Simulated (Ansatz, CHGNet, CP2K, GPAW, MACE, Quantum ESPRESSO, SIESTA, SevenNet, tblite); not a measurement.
## Random rutile alloy of IrO2 and SiO2 (96 atoms): runs against a plane-wave reference

The cell holds 96 atoms: 16 Si, 64 O and 16 Ir. Cell: a = 8.677 Å, b = 8.677 Å, c = 11.638 Å, α = 90.0°, β = 90.0°, γ = 90.0°. It derives from IrO2 (rutile), repeated 2×2×4. Rutile IrO2, 2 x 2 x 4 conventional cells, 16 of 32 Ir sites given to Si at random (x = 0.500), lattice by Vegard's rule (cell 4.338, 4.338, 2.909, 90, 90, 90); every coordinate displaced by a Gaussian of 0.07 Å. Then every atom was moved at random, 0.03 Å r.m.s. a Cartesian component.

Geometry: as built.

The reference, a calculation:

```
method                 : Kohn-Sham DFT, PBE, PAW, plane waves (Ansatz 0.2.0); cutoff 420 eV, Γ point, fermi-dirac smearing of 0.05 eV; PAW set soft_2
r.m.s. force component : 3.937 eV/Å
longest force          : 17.92 eV/Å
pressure               : 35.03 GPa
SCF cycles             : 14
time                   : 8.9 s on 8 threads of Arm Neoverse V2, shared host
CPU time               : 65 s
```

Q: Estimate the differences from the reference, the CPU time and the memory of each run.
- GPAW PBE, LCAO sz(dzp), h 0.18 Å (GPAW 26.7.0; 1 thread)
- SevenNet l3i5 potential (SevenNet l3i5; 1 thread)
- GPAW RPBE, LCAO dzp, h 0.18 Å (GPAW 26.7.0; 2 MPI ranks)
- CP2K PBE, DZVP-UZH, 600/50 Ry, diagonalisation (CP2K 2026.2; 4 MPI ranks)
- SIESTA PBE, DZP, shift 0.01 Ry, mesh 500 Ry (SIESTA 5.4.2; 4 MPI ranks)
- SIESTA PBE, DZ, shift 0.01 Ry, mesh 500 Ry (SIESTA 5.4.2; 2 MPI ranks)
- SIESTA PBE, SZ, shift 0.01 Ry, mesh 500 Ry (SIESTA 5.4.2; 1 thread)
- GPAW PBE, LCAO dzp, h 0.18 Å (GPAW 26.7.0; 2 MPI ranks)
- CHGNet 0.3.0 potential (CHGNet 0.3.0; 1 thread)
- GPAW PBE, LCAO dzp, h 0.25 Å (GPAW 26.7.0; 1 thread)

Differences are against the plane-wave reference, forces as r.m.s. over components; share is that over the reference's r.m.s. force, slope the least-squares factor from reference forces to these. Total energies of different programs have different zeros and aren't compared.

| run | Δ force, r.m.s. (meV/Å) | share (%) | slope | Δ pressure (GPa) | cores | CPU time | memory (GiB) |
| --- | --- | --- | --- | --- | --- | --- | --- |
| reference | - | - | - | - | 8 | 65 s | 1.5 |
| GPAW PBE, LCAO sz(dzp), h 0.18 Å (coarse) | 1155 | 29.3 | 1.193 | - | 1 | 3 min | 1.3 |
| SevenNet l3i5 potential | 803 | 20.4 | 1.056 | 7.42 | 1 | 12 s | 2.1 |
| GPAW RPBE, LCAO dzp, h 0.18 Å | 296 | 7.52 | 1.053 | - | 2 | 9.6 min | 2.2 |
| CP2K PBE, DZVP-UZH, 600/50 Ry, diagonalisation | 95.6 | 2.43 | 1.005 | -0.225 | 4 | 17 min | 4.5 |
| SIESTA PBE, DZP, shift 0.01 Ry, mesh 500 Ry | 257 | 6.53 | 1.052 | 5.61 | 4 | 9.1 min | 2.4 |
| SIESTA PBE, DZ, shift 0.01 Ry, mesh 500 Ry (coarse) | 844 | 21.4 | 1.139 | 12.3 | 2 | 3.7 min | 1.3 |
| SIESTA PBE, SZ, shift 0.01 Ry, mesh 500 Ry (coarse) | 1528 | 38.8 | 1.197 | 16.1 | 1 | 2.4 min | 0.84 |
| GPAW PBE, LCAO dzp, h 0.18 Å | 234 | 5.95 | 1.032 | - | 2 | 9.6 min | 2.2 |
| CHGNet 0.3.0 potential | 657 | 16.7 | 1.056 | 9.27 | 1 | 4.5 s | 2.1 |
| GPAW PBE, LCAO dzp, h 0.25 Å (coarse) | 302 | 7.67 | 1.035 | - | 1 | 5 min | 0.98 |

Rows marked coarse use a setting chosen to be so.

Times of the machine-learned potentials are mostly Python's start and the loading of weights.

CPU time is summed over cores on a shared host, where runs went side by side, so it is rough. Symmetry, cutoffs, thresholds, outputs and thread counts weren't matched or tuned between programs; memory under MPI is the largest rank's times the ranks.

The PBE runs in local orbitals, coarse settings apart, differ by 2.4 % (CP2K PBE, DZVP-UZH, 600/50 Ry, diagonalisation) to 6.5 % (SIESTA PBE, DZP, shift 0.01 Ry, mesh 500 Ry); basis, grid and potentials can all enter. Machine-learned potentials differ by 17 % (CHGNet 0.3.0 potential) to 20 % (SevenNet l3i5 potential); they were trained on other programs' data. Rows with another functional or a dispersion term differ by 7.5 % (GPAW RPBE, LCAO dzp, h 0.18 Å), which mixes the change of model with differences of basis and potentials. Runs with settings chosen to be coarse differ by 7.7 % (GPAW PBE, LCAO dzp, h 0.25 Å) to 39 % (SIESTA PBE, SZ, shift 0.01 Ry, mesh 500 Ry), their programs' other errors included. Machine-learned potentials mimic data converged in k, so the reference's own k-point error enters their differences. The runs have no spin polarisation, so moments on Ir can't form, and no Hubbard term. The electronic-structure runs sample only Γ, in a cell whose shortest periodic width is 9 Å, which is coarse for a cell with partly filled levels.

[Long decimals in the printed logs are rounded to 6 places.]

[Logs are printed without paths, hosts, clocks, repeated set-up lines and the standing remarks that a program may print on its own settings, such as how far it seeks lower states.]

[Hosts, paths, dates, database ids (printed as entryN), source tags and the programs' standing remarks are cut or masked in the printed files.]
